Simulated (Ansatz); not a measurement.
# A hypothetical structure for Tc3C, part 2 of 2

This structure for Tc3C is made up. Its elements were placed in a known structure type with a cell scaled to their sizes. What cell does the guess relax to, and how far off was it?

Ansatz 0.2.0; DFT, PBE, plane-wave PAW, files of the set soft_1, scalar-relativistic, no spin, cell and ions relaxed at zero pressure; PAW set ansatz+soft_1 (the session's first sound run).

So far: The structure; Relaxation of the guess. The relaxed cell has a, b, c = 2.792, 9.161, 7.537 Å (conventional setting).

**3. Electronic structure of the relaxed cell**

With the geometry fixed, one more self-consistent run, with a narrower smearing and the mesh shown in its input, gives the bands, and its pressure, and its forces where symmetry allows any, show how far the geometry depends on these settings.

This step: DFT, PBE, plane-wave PAW, files of the set soft_1, scalar-relativistic, no spin, bands and density of states at the relaxed cell; PAW set ansatz+soft_1 (Ansatz 0.2.0).

Input file input.yaml:

```yaml
crystal:
  lattice:
    - [1.3961154267, -4.5802570075, 0.0]
    - [1.3961154267, 4.5802570075, 0.0]
    - [0.0, 0.0, 7.537136501]
  atoms:
    - { symbol: Tc, position: [0.4108731918, 0.5891268082, 0.75] }
    - { symbol: Tc, position: [0.5891268082, 0.4108731918, 0.25] }
    - { symbol: Tc, position: [0.1272622419, 0.8727377581, 0.9223536779] }
    - { symbol: Tc, position: [0.8727377581, 0.1272622419, 0.0776463221] }
    - { symbol: Tc, position: [0.1272622419, 0.8727377581, 0.5776463221] }
    - { symbol: Tc, position: [0.8727377581, 0.1272622419, 0.4223536779] }
    - { symbol: C, position: [0.7323568496, 0.2676431504, 0.75] }
    - { symbol: C, position: [0.2676431504, 0.7323568496, 0.25] }
kpoints:
  mp_grid: { grid: [12, 12, 4] }
  band_path:
    path:
      - [[0.0, 0.0, 0.0], [0.27322753, 0.27322753, 0.0], [0.0, 0.5, 0.0], [0.0, 0.5, 0.5], [0.27322753, 0.27322753, 0.5], [0.0, 0.0, 0.5], [0.0, 0.0, 0.0], [-0.5, 0.5, 0.0], [-0.27322753, 0.72677247, 0.0], [-0.27322753, 0.72677247, 0.5], [-0.5, 0.5, 0.5], [-0.5, 0.5, 0.0]]
      - [[0.0, 0.0, 0.5], [-0.5, 0.5, 0.5]]
    npoints: 6
scf:
  occupations: { method: fermi_dirac, width: 0.03 }
  n_extra_bands: 12
hamiltonian:
  xc: pbe
  pseudopotentials: { kind: paw, azcp: { C: "soft_1/C.paw.azcp" } }
output:
  forces: true
  stress: true
  write_bands: true
  dos: { projected: true }
  write_density: true
  write_potential: true
  elf: true
  volumetric_format: npy
```

On the command line:

```sh
$ ansatz run input.yaml --threads 4 --pin off --max-ram 10240MiB --backend cpu --events-out ev --progress --plain --runs-dir out
```

Numbers of over 12 decimals in the logs are rounded to 6 here.

The program printed:

```text
[...]
Crystal: 8 atoms, lattice volume = 96.393 Å³
Basis set: ecut = 500 eV, 2443 PW (Γ), exchange–correlation on 72×72×120 points (8 copies of the dense FFT grid, shifted against one another)
Bands: 61, of which v1, the nominal top of the filled ones, is band 49 counted from 1 (48 counted from 0)
Symmetry: 8 space group operations
[...]
k-points: 129 of 576
[...]
SCF iter   1: F=—  HF=-32891.196567 eV  |F-HF|=—  |Δ(HF+E_count)|=         —  Δρ=6.09e-2  dr2=4.31e0  ethr=3.10e-3  ⟨swp⟩=5.1  Hψ=25002  notcnv=0
[...]
SCF iter   7: F=-32889.989096 eV  HF=-32889.989096 eV  |F-HF|=1.29e-8  |Δ(HF+E_count)|=   6.55e-8  Δρ=6.76e-6  dr2=3.80e-8  ethr=1.02e-10  ⟨swp⟩=13.3  Hψ=51819  notcnv=0
SCF 1 converged in 7 iterations: F = -32889.989096 eV  dr2 = 3.80e-8
[...]
NSCF: frozen V_eff on 74 k-points
SCF converged after 7 iterations
Free energy (F): -32889.989096 eV
[...]
Internal energy: -32889.980185 eV  (E = F + TS)
E sigma→0 (E₀):  -32889.984641 eV
Entropy (-TS):   -0.008912 eV (-1.114 meV/atom)
Fermi energy:    21.992005 eV
[...]
--- Forces (eV/Å), atoms counted from 1 ---
  atom   1  Tc     0.00000000     0.00605973     0.00000000
  atom   2  Tc     0.00000000    -0.00605973     0.00000000
  atom   3  Tc    -0.00000000     0.03435131    -0.04853165
  atom   4  Tc    -0.00000000    -0.03435131     0.04853165
  atom   5  Tc    -0.00000000     0.03435131     0.04853165
  atom   6  Tc    -0.00000000    -0.03435131    -0.04853165
  atom   7  C      0.00000000     0.01071482     0.00000000
  atom   8  C      0.00000000    -0.01071482     0.00000000
  max |Σ_I F_I| component: 1.21e-17 eV/Å
--- Stress (GPa, compression-positive) ---
        0.038994       0.000000       0.000000
        0.000000      -0.086967       0.000000
        0.000000       0.000000       0.005589
  P = ⅓ Tr σ = -0.0141 GPa (-0.141 kbar)
--- Band table (eV; the first three rows and the last of 129) ---
  k-point 0: bands = [... 45 lower, 20.7512, 20.8444, 21.1403, 21.2823, 21.6836, 22.3011, 22.6862, 23.2827, ... 8 higher]
  k-point 1: bands = [... 45 lower, 20.5174, 20.9136, 21.1329, 21.2868, 21.4837, 22.3518, 22.6810, 23.2990, ... 8 higher]
  k-point 2: bands = [... 45 lower, 20.5484, 21.0673, 21.0673, 21.2258, 21.2258, 22.5639, 22.5639, 23.2731, ... 8 higher]
  k-point 128: bands = [... 45 lower, 20.9522, 21.4263, 21.4263, 21.5276, 21.5276, 22.2598, 22.2598, 22.9797, ... 8 higher]
```

It took 18 s on 4 threads of AMD EPYC 7R13 (Zen 3), shared host; peak memory 1 GiB.

Numbers from this step:

```
free energy             : -32889.9891 eV
energy at zero smearing : -32889.9846 eV
smearing term TS        : 0.008912 eV
Fermi energy            : 21.99 eV
pressure                : -0.01413 GPa
```

bands.tsv at the labelled points (eV, zero at the Fermi level; the bands that come nearest the Fermi level along the path):

```tsv
point	band 47	band 48	band 49	band 50	band 51	band 52	band 53	band 54
Γ	-1.15	-0.85	-0.71	-0.31	0.31	0.69	1.29	1.32
X	-0.67	0.05	0.74	1.52	1.67	1.82	2.20	2.21
S	-0.82	0.77	0.99	1.34	1.43	1.88	2.10	2.47
R	0.24	0.24	0.75	0.75	1.49	1.49	1.86	1.86
A	-0.17	-0.17	1.22	1.22	1.49	1.49	1.95	1.95
Z	-0.92	-0.92	-0.77	-0.77	0.57	0.57	1.28	1.28
Γ	-1.15	-0.85	-0.71	-0.31	0.31	0.69	1.29	1.32
Y	-1.21	-1.02	-0.56	-0.30	-0.26	0.85	0.85	0.97
X1	-0.67	0.05	0.74	1.52	1.67	1.82	2.20	2.21
A1	-0.17	-0.17	1.22	1.22	1.49	1.49	1.95	1.95
T	-0.57	-0.57	-0.46	-0.46	0.27	0.27	0.99	0.99
Y	-1.21	-1.02	-0.56	-0.30	-0.26	0.85	0.85	0.97
Z	-0.92	-0.92	-0.77	-0.77	0.57	0.57	1.28	1.28
T	-0.57	-0.57	-0.46	-0.46	0.27	0.27	0.99	0.99
```

States per cell as run, both spins, in windows of 1 eV, from dos.tsv (zero at the Fermi level):

| from | to | total |
| --- | --- | --- |
| -8 | -7 | 1.06 |
| -7 | -6 | 5.91 |
| -6 | -5 | 4.24 |
| -5 | -4 | 5.78 |
| -4 | -3 | 7.67 |
| -3 | -2 | 8.45 |
| -2 | -1 | 7.59 |
| -1 | 0 | 5.33 |
| 0 | 1 | 5.75 |
| 1 | 2 | 7.53 |

Below -8 eV lie 52.0 more states.

Valence density in the bc plane of the conventional cell at fractional x = 0.000, with atoms of Tc and C within 0.2 Å of it. It is the smooth field of the valence electrons, not physical close to the nuclei.

Values in e/Å³, 11 rows by 16 columns, each cell a mean:
```
1.1 5.7 6.8 2.3 0.3 0.3 0.3 0.2 0.2 0.3 0.3 0.3 0.3 0.7 0.8 0.4
0.7 3.5 4.5 1.3 0.3 0.8 2.4 1.5 0.4 0.3 0.5 0.8 0.6 0.3 0.3 0.3
0.3 0.5 0.6 0.4 0.4 2.9 6.9 5.5 0.7 0.3 0.7 1.5 1.4 0.6 0.3 0.3
0.5 2.2 2.9 0.9 0.3 1.3 4.0 2.6 0.5 0.3 0.5 1.0 0.8 0.4 0.3 0.3
1.1 5.9 7.0 2.4 0.3 0.3 0.4 0.3 0.2 0.3 0.4 0.3 0.3 0.4 0.4 0.4
0.6 2.4 3.2 0.9 0.3 0.3 0.3 0.2 0.2 0.2 0.3 0.3 0.7 3.9 4.5 1.3
0.4 0.3 0.3 0.3 0.4 0.4 0.3 0.3 0.4 0.6 0.4 0.3 1.1 6.0 6.4 2.0
0.3 0.3 0.4 0.9 1.3 0.8 0.3 0.4 2.5 5.5 3.2 0.5 0.4 1.4 1.6 0.6
0.3 0.3 0.4 1.1 1.5 0.9 0.3 0.4 3.3 6.5 4.1 0.5 0.4 0.7 0.9 0.4
0.3 0.3 0.3 0.4 0.5 0.5 0.3 0.3 0.6 1.3 0.7 0.3 0.9 5.0 5.5 1.6
0.5 1.3 1.7 0.5 0.3 0.3 0.3 0.2 0.2 0.3 0.3 0.3 0.9 5.2 5.8 1.7
```
Columns run along b (9.2 Å), rows up along c (7.5 Å), edges of the conventional cell, whose origin can differ from the input's. Atoms in or near the plane, at fractional coordinates: Tc at (0.59, 0.25), Tc at (0.41, 0.75), Tc at (0.87, 0.42), Tc at (0.13, 0.58), Tc at (0.87, 0.08), Tc at (0.13, 0.92), C at (0.27, 0.25), C at (0.73, 0.75).

Electrostatic potential energy in the bc plane of the conventional cell at fractional x = 0.000, with atoms of Tc and C within 0.2 Å of it. With pseudopotentials it is smooth inside the atoms' cores, unlike the true potential.

Ten even steps from '_' (-122 eV) to '@' (23 eV), each cell a mean:
```
@@##::__::##@@@@@@@@@@@@@@@@@@@@@@@@@@@@@@@@%%%%@@@@
@@**..__..**@@@@@@@@@@@@@@@@@@@@@@@@@@@@@@@@@@@@@@@@
@@##--..--##@@@@@@@@%%%%@@@@@@@@@@@@@@@@@@@@@@@@@@@@
@@@@######@@@@@@@@**====##@@@@@@@@@@%%##%%@@@@@@@@@@
@@@@@@@@@@@@@@@@%%--____==%%@@@@@@%%**++##@@@@@@@@@@
@@@@@@@@@@@@@@@@%%--____==%%@@@@@@%%**++##@@@@@@@@@@
@@@@%%####@@@@@@@@**====##@@@@@@@@@@%%##%%@@@@@@@@@@
@@##==..--##@@@@@@@@%%%%@@@@@@@@@@@@@@@@@@@@@@@@@@@@
@@**..__..**@@@@@@@@@@@@@@@@@@@@@@@@@@@@@@@@@@@@@@@@
@@##::__::##@@@@@@@@@@@@@@@@@@@@@@@@@@@@@@@@%%%%@@@@
@@%%##++##%%@@@@@@@@@@@@@@@@@@@@@@@@@@@@@@**----##@@
@@@@@@@@@@@@@@@@@@@@@@@@@@@@@@@@@@@@@@@@%%--____==%%
@@@@@@@@@@@@@@@@@@@@@@@@@@@@@@@@@@@@@@@@%%==____==%%
@@@@@@@@@@@@@@@@@@@@@@@@@@@@##**##@@@@@@@@##====##@@
@@@@@@@@@@%%##**%%@@@@@@@@##--..--##@@@@@@@@%%%%@@@@
@@@@@@@@@@%%++++##@@@@@@@@**..__..**@@@@@@@@@@@@@@@@
@@@@@@@@@@%%****%%@@@@@@@@##--..::##@@@@@@@@%%%%@@@@
@@@@@@@@@@@@@@%%@@@@@@@@@@@@##**##%%@@@@@@##==++##@@
@@@@@@@@@@@@@@@@@@@@@@@@@@@@@@@@@@@@@@@@%%==____==%%
@@@@@@@@@@@@@@@@@@@@@@@@@@@@@@@@@@@@@@@@%%--____==%%
@@@@##**##%%@@@@@@@@@@@@@@@@@@@@@@@@@@@@%%**----**@@
```
Columns run along b (9.2 Å; values clipped at the 3rd and 97th percentile), rows up along c (7.5 Å), edges of the conventional cell, whose origin can differ from the input's. Atoms in or near the plane, at fractional coordinates: Tc at (0.59, 0.25), Tc at (0.41, 0.75), Tc at (0.87, 0.42), Tc at (0.13, 0.58), Tc at (0.87, 0.08), Tc at (0.13, 0.92), C at (0.27, 0.25), C at (0.73, 0.75).

ELF in the bc plane of the conventional cell at fractional x = 0.000, with atoms of Tc and C within 0.2 Å of it. It is the smooth field of the valence electrons, not physical close to the nuclei.

Values, 11 rows by 16 columns, each cell a mean:
```
0.40 0.63 0.55 0.52 0.29 0.38 0.34 0.28 0.31 0.31 0.31 0.30 0.22 0.27 0.32 0.33
0.31 0.58 0.62 0.37 0.21 0.31 0.49 0.40 0.30 0.31 0.46 0.62 0.53 0.34 0.30 0.36
0.36 0.34 0.30 0.20 0.20 0.56 0.51 0.64 0.30 0.24 0.57 0.34 0.49 0.59 0.31 0.33
0.31 0.50 0.54 0.28 0.20 0.38 0.59 0.51 0.29 0.29 0.51 0.62 0.59 0.43 0.31 0.35
0.38 0.61 0.53 0.53 0.27 0.34 0.32 0.26 0.32 0.31 0.32 0.35 0.26 0.20 0.26 0.34
0.38 0.52 0.57 0.32 0.28 0.34 0.33 0.30 0.29 0.33 0.37 0.32 0.31 0.61 0.63 0.44
0.33 0.29 0.21 0.28 0.43 0.38 0.31 0.34 0.26 0.31 0.31 0.27 0.38 0.63 0.56 0.46
0.35 0.31 0.41 0.62 0.50 0.62 0.32 0.26 0.51 0.60 0.56 0.23 0.20 0.38 0.46 0.33
0.35 0.31 0.46 0.63 0.35 0.61 0.32 0.24 0.58 0.54 0.62 0.24 0.19 0.30 0.38 0.34
0.33 0.31 0.24 0.38 0.54 0.46 0.32 0.33 0.28 0.39 0.33 0.25 0.33 0.63 0.61 0.42
0.35 0.40 0.43 0.25 0.27 0.31 0.31 0.30 0.29 0.33 0.39 0.33 0.36 0.64 0.62 0.48
```
Columns run along b (9.2 Å), rows up along c (7.5 Å), edges of the conventional cell, whose origin can differ from the input's. Atoms in or near the plane, at fractional coordinates: Tc at (0.59, 0.25), Tc at (0.41, 0.75), Tc at (0.87, 0.42), Tc at (0.13, 0.58), Tc at (0.87, 0.08), Tc at (0.13, 0.92), C at (0.27, 0.25), C at (0.73, 0.75).

**4. Results**

- space group, relaxed: Cmcm
- conventional cell: a = 2.792, b = 9.161, c = 7.537 Å; α = 90.0°, β = 90.0°, γ = 90.0°
- volume per atom: 12.05 Å³ (guess 12.30)

What this shows: Tc3C relaxes to Cmcm with a = 2.792, b = 9.161 and c = 7.537 Å. The guessed volume was 2 % too large. The space group Cmcm was held in the relaxation, so the end point is a stationary structure within it and may be a saddle against distortions or other arrangements. Bands cross the Fermi level, so it is a metal or semimetal at this level. On the 12×12×4 mesh with the narrower smearing (relaxed on 9×9×4) the largest force component is 0.049 eV/Å and the largest stress component is 0.087 GPa, against the relaxation's thresholds of 0.015 eV/Å and 0.05 GPa. The cutoff wasn't tested. No dispersion term is used, so weakly bound directions may come out too long. Nothing here tests whether the compound is stable against decomposition.

[Logs are printed without paths, hosts, clocks, repeated set-up lines and the standing remarks that a program may print on its own settings, such as how far it seeks lower states.]

[Hosts, paths, dates, database ids (printed as entryN), source tags and the programs' standing remarks are cut or masked in the printed files.]
